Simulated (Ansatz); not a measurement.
# The 1T-CrSTe bilayer (AA) between two gates, part 2 of 2

How do the bands of the 1T-CrSTe bilayer (AA) follow a displacement field between two gates?

Ansatz 0.2.0; plane-wave DFT, PBE-D3(BJ), Ansatz PAW.

So far. Step 5 (Gated layer, displacement field -1.81 V/nm): There is no gap.

## (6) Gated layer, displacement field 3.62 V/nm

input.yaml

```yaml
crystal:
  lattice:
    - [3.4515121653, 0.0, 0.0]
    - [-1.7257560827, 2.9890972167, 0.0]
    - [0.0, 0.0, 48.3683594961]
  atoms:
    - { symbol: Te, position: [0.6666666667, 0.3333333333, 0.4062573179], spin: -0.11 }
    - { symbol: Cr, position: [0.0, 0.0, 0.4457656193], spin: 2.32 }
    - { symbol: S, position: [0.3333333333, 0.6666666667, 0.4694250806], spin: -0.08 }
    - { symbol: Te, position: [0.6666666667, 0.3333333333, 0.530719073], spin: -0.14 }
    - { symbol: Cr, position: [0.0, 0.0, 0.5700562547], spin: 2.29 }
    - { symbol: S, position: [0.3333333333, 0.6666666667, 0.5937426821], spin: -0.08 }
  periodic: [true, true, false]
  symmetry: { detect: true }
magnetization:
  spin_polarized: true
kpoints:
  mp_grid: { grid: [24, 24, 1] }
  band_path:
    path: [[0, 0, 0], [0.5, 0, 0], [0.33333333, 0.33333333, 0], [0, 0, 0]]
    npoints: 16
hamiltonian:
  xc: pbe
  dispersion: d3bj
scf:
  occupations: { method: fermi_dirac, width: 0.02585 }
  convergence: { dr2_threshold: 1.0e-10 }
output:
  forces: true
  eigenvalues: true
  write_potential: true
  write_density: true
  volumetric_format: npy
external_charges:
  - { charge: 0, barrier: 10, axis: 3, height: 31.718, sigma: 0.25 }
  - { charge: -0.020634, axis: 3, height: 33.218, sigma: 0.42 }
  - { charge: 0, barrier: 10, axis: 3, height: 16.65, sigma: 0.25 }
  - { charge: 0.020634, axis: 3, height: 15.15, sigma: 0.42 }
```

Command:

```sh
ansatz run input.yaml --threads 4 --pin off --max-ram 12288MiB --backend cpu --events-out ev --progress --plain --runs-dir out
```

Wall time 3.1 min (4 threads of Arm Neoverse V2, shared host); peak memory 3.1 GiB.

Deep bands are left out, so band numbers here count from the lowest band kept and differ from the log's. The electronic bands at the labelled points (eV, zero at the Fermi level; # counts the bands kept):

```
  point  up #13  up #15  up #17  up #18  down #9  down #10  down #11  down #12
      Γ    0.00    1.25    1.44    1.44     0.96      0.96      1.01      1.01
halfway   -0.85   -0.15    0.57    0.77    -1.72     -1.06     -0.13     -0.03
      M   -1.03   -0.58   -0.48   -0.40    -2.24     -1.83     -0.64     -0.54
halfway   -1.02   -0.75   -0.34   -0.13    -2.30     -2.00     -1.87     -1.74
      K   -0.97   -0.73   -0.59   -0.27    -2.59     -2.19     -2.01     -2.00
halfway   -0.94   -0.53    0.44    0.66    -1.66     -1.18     -1.01     -0.92
      Γ    0.00    1.25    1.44    1.44     0.96      0.96      1.01      1.01
```

There is no gap.

Of the bands kept, 9 cross the Fermi level on this path, both spins counted.

## (7) Gated layer, displacement field -3.62 V/nm

input.yaml, as its differences from that of step 6:

```diff
@@ -30,2 +30,3 @@
   eigenvalues: true
+  dos: { projected: true, e_range: [-3, 3], de: 0.01 }
   write_potential: true
@@ -33,6 +34,7 @@
   volumetric_format: npy
+  elf: true
 external_charges:
   - { charge: 0, barrier: 10, axis: 3, height: 31.718, sigma: 0.25 }
-  - { charge: -0.020634, axis: 3, height: 33.218, sigma: 0.42 }
+  - { charge: 0.020634, axis: 3, height: 33.218, sigma: 0.42 }
   - { charge: 0, barrier: 10, axis: 3, height: 16.65, sigma: 0.25 }
-  - { charge: 0.020634, axis: 3, height: 15.15, sigma: 0.42 }
+  - { charge: -0.020634, axis: 3, height: 15.15, sigma: 0.42 }
```

Wall time 3.3 min (4 threads); peak memory 3.1 GiB; 13 min of CPU time.

The density of states has structure finer than the step of the table below, so its rows give means over 0.2 eV, whole bins alone (the curve runs from -3 to 1.99 eV). Peaks (eV: height): total -2.77: 11.0, -2.65: 13.9, -1.99: 9.16, -1.00: 11.2, -0.67: 9.63, 1.87: 14.2, 1.95: 18.1; up -1.99: 6.30, -1.54: 5.98, -1.03: 8.78, -1.00: 9.57, -0.67: 8.38, 1.93: 6.50, 1.96: 6.76; down -2.77: 10.3, -2.65: 13.1, 0.98: 7.18, 1.62: 5.95, 1.69: 7.51, 1.84: 8.82, 1.95: 13.8.

Density of states against energy, zero at the Fermi level; means over each step; values in states/eV a cell:

```
energy (eV)  total     up   down
       -2.8   6.59  0.856   5.74
       -2.6   4.55  0.951   3.60
       -2.4   4.00   3.31  0.691
       -2.2   5.33   3.53   1.80
       -2.0   6.48   3.60   2.88
       -1.8   6.20   3.19   3.01
       -1.6   6.34   3.93   2.41
       -1.4   4.29   2.74   1.55
       -1.2   2.56  0.833   1.73
       -1.0   7.51   5.72   1.79
       -0.8   3.71   2.61   1.10
       -0.6   6.65   5.33   1.31
       -0.4   4.03   3.08  0.945
       -0.2   4.15   3.41  0.735
        0.0   2.78   2.18  0.607
        0.2   2.05   1.54  0.505
        0.4   1.64   1.22  0.420
        0.6   1.42   1.07  0.349
        0.8   2.19   1.13   1.06
        1.0   5.52   1.65   3.87
        1.2   6.25   2.58   3.67
        1.4   4.24   2.51   1.73
        1.6   4.64   1.63   3.01
        1.8   9.35   2.72   6.62
```

There is no gap.

## (8) Gated layer, displacement field 5.43 V/nm

input.yaml, as its differences from that of step 7:

```diff
@@ -37,4 +37,4 @@
   - { charge: 0, barrier: 10, axis: 3, height: 31.718, sigma: 0.25 }
-  - { charge: 0.020634, axis: 3, height: 33.218, sigma: 0.42 }
+  - { charge: -0.030951, axis: 3, height: 33.218, sigma: 0.42 }
   - { charge: 0, barrier: 10, axis: 3, height: 16.65, sigma: 0.25 }
-  - { charge: -0.020634, axis: 3, height: 15.15, sigma: 0.42 }
+  - { charge: 0.030951, axis: 3, height: 15.15, sigma: 0.42 }
```

It took 3.1 min on 4 threads; peak memory 3.1 GiB; 12 min of CPU time.

There is no gap.

## (9) The series together

This step: plane-wave DFT, PBE-D3(BJ), Ansatz PAW; response to a displacement field between two gates (Ansatz 0.2.0).

The potential behind each gate is read from every run and counted from the uncharged case.

Numbers from this step:

| Quantity | Value |
| --- | --- |
| electrostatic distance between the gates | 6.790 Å |
| geometric distance between the gates | 18.07 Å |

Electron's potential behind the upper gate less behind the lower, less the value without field. Step of the electron's potential energy between the gates against displacement field D/eps0:

```
displacement field D/eps0 (V/nm)  step of the electron's potential energy between the gates (eV)
                           -3.62                                                           -2.46
                           -1.81                                                           -1.23
                            0.00                                                               0
                            1.81                                                            1.23
                            3.62                                                            2.46
                            5.43                                                            3.68
```

Table of total moment by displacement field D/eps0:

```
displacement field D/eps0 (V/nm)  total moment (μB)
                           -3.62               4.79
                           -1.81               4.79
                            0.00               4.79
                            1.81               4.78
                            3.62               4.78
                            5.43               4.78
```

By hand: 5.43 V/nm over the 18.07 Å between the sheets would give 9.81 V in vacuum; the run has 3.68 V, as over 6.78 Å.

## (10) A changed input

This step: plane-wave DFT, PBE-D3(BJ), Ansatz PAW (Ansatz 0.2.0).

An input spoilt on purpose, to show how the run answers: it repeats the earlier run at 1.81 V/nm with scf.mixing to algorithm: anderson, beta: 1.0, ndim: 1, preconditioner: none, and scf.max_iter set to 60.

input.yaml, the sections that differ from step 8:

```yaml
scf:
  occupations: { method: fermi_dirac, width: 0.02585 }
  convergence: { dr2_threshold: 1.0e-10 }
  mixing: { algorithm: anderson, beta: 1.0, ndim: 1, preconditioner: none }
  max_iter: 60
output:
  forces: true
  eigenvalues: true
  write_potential: true
  write_density: true
  volumetric_format: npy
external_charges:
  - { charge: 0, barrier: 10, axis: 3, height: 31.718, sigma: 0.25 }
  - { charge: -0.010317, axis: 3, height: 33.218, sigma: 0.42 }
  - { charge: 0, barrier: 10, axis: 3, height: 16.65, sigma: 0.25 }
  - { charge: 0.010317, axis: 3, height: 15.15, sigma: 0.42 }
# crystal, magnetization, kpoints, hamiltonian: as in step 8
```

Run time: 10 min. Hardware: 4 threads; peak memory 2.2 GiB.

Residual by cycle:

cycle, log10 residual and a bar from the least value:
```
        1        0.8 
        2        2.4 ##########
        3        5.3 ############################
        4        5.6 ##############################
        5        5.5 #############################
        6        5.5 #############################
        7        5.5 #############################
        8        5.5 #############################
```

The run was cut off at its time limit.

After 8 cycles the residual stands at 3.0e5.

The fault put into the input: mixing far too strong.

## (11) The same run with other settings

Another changed input: it repeats the earlier run at 1.81 V/nm with kpoints.mp_grid.grid from [24, 24, 1] to [19, 19, 1], scf.eigensolver.kind to davidson, basis.precision to f64 and scf.algorithm to direct_min.

input.yaml, as its differences from that of step 10:

```diff
@@ -17,3 +17,3 @@
 kpoints:
-  mp_grid: { grid: [24, 24, 1] }
+  mp_grid: { grid: [19, 19, 1] }
   band_path:
@@ -27,4 +27,4 @@
   convergence: { dr2_threshold: 1.0e-10 }
-  mixing: { algorithm: anderson, beta: 1.0, ndim: 1, preconditioner: none }
-  max_iter: 60
+  eigensolver: { kind: davidson }
+  algorithm: direct_min
 output:
@@ -40 +40,3 @@
   - { charge: 0.010317, axis: 3, height: 15.15, sigma: 0.42 }
+basis:
+  precision: f64
```

Wall time 5.5 min (4 threads); peak memory 3.5 GiB.

```
                                                                                quantity  this run  earlier run  difference
                                                                       total moment (μB)     4.789        4.783      0.0059
potential beyond the upper barrier and gate, less the barrier, from the Fermi level (eV)     6.156        6.156     -1.0e-4
```

Nothing in the table moves by 0.01 in its unit. The run took 22 SCF cycles against 20.

The change did no harm here.

## (12) Results

```
gap with uncharged gates                 : none
electrostatic distance between the gates : 6.79 Å
geometric distance between the gates     : 18.1 Å
gap at 5.43 V/nm                         : none
```

**Reading.** The stack has no gap, with or without a field of 5.4 V/nm. The layers screen the field: the voltage is that of a vacuum gap 11.3 Å narrower than the real distance. The gates are charged sheets behind model barriers, not atoms. Gaps are the smaller of those on the path and on the mesh; band edges between these points would make them smaller still. The magnetic order is the one reached from the typed start; other orders were not compared. Spin-orbit coupling is left out, which matters for the bands of elements this heavy.

[Logs are printed without paths, hosts, clocks, repeated set-up lines and the standing remarks that a program may print on its own settings, such as how far it seeks lower states.]

[Hosts, paths, dates, database ids (printed as entryN), source tags and the programs' standing remarks are cut or masked in the printed files.]

[Maps of the electrostatic potential energy from Ansatz leave out the sawtooth potential of an applied field or a dipole correction, so their vacuum need not be flat; planar profiles and work functions include it.]

[The density of states shown here was stored with 400 of the rows of the run's finer table, so its peaks can read low, often by over a quarter, or be missed, and its means over a window can be off by a tenth or more.]
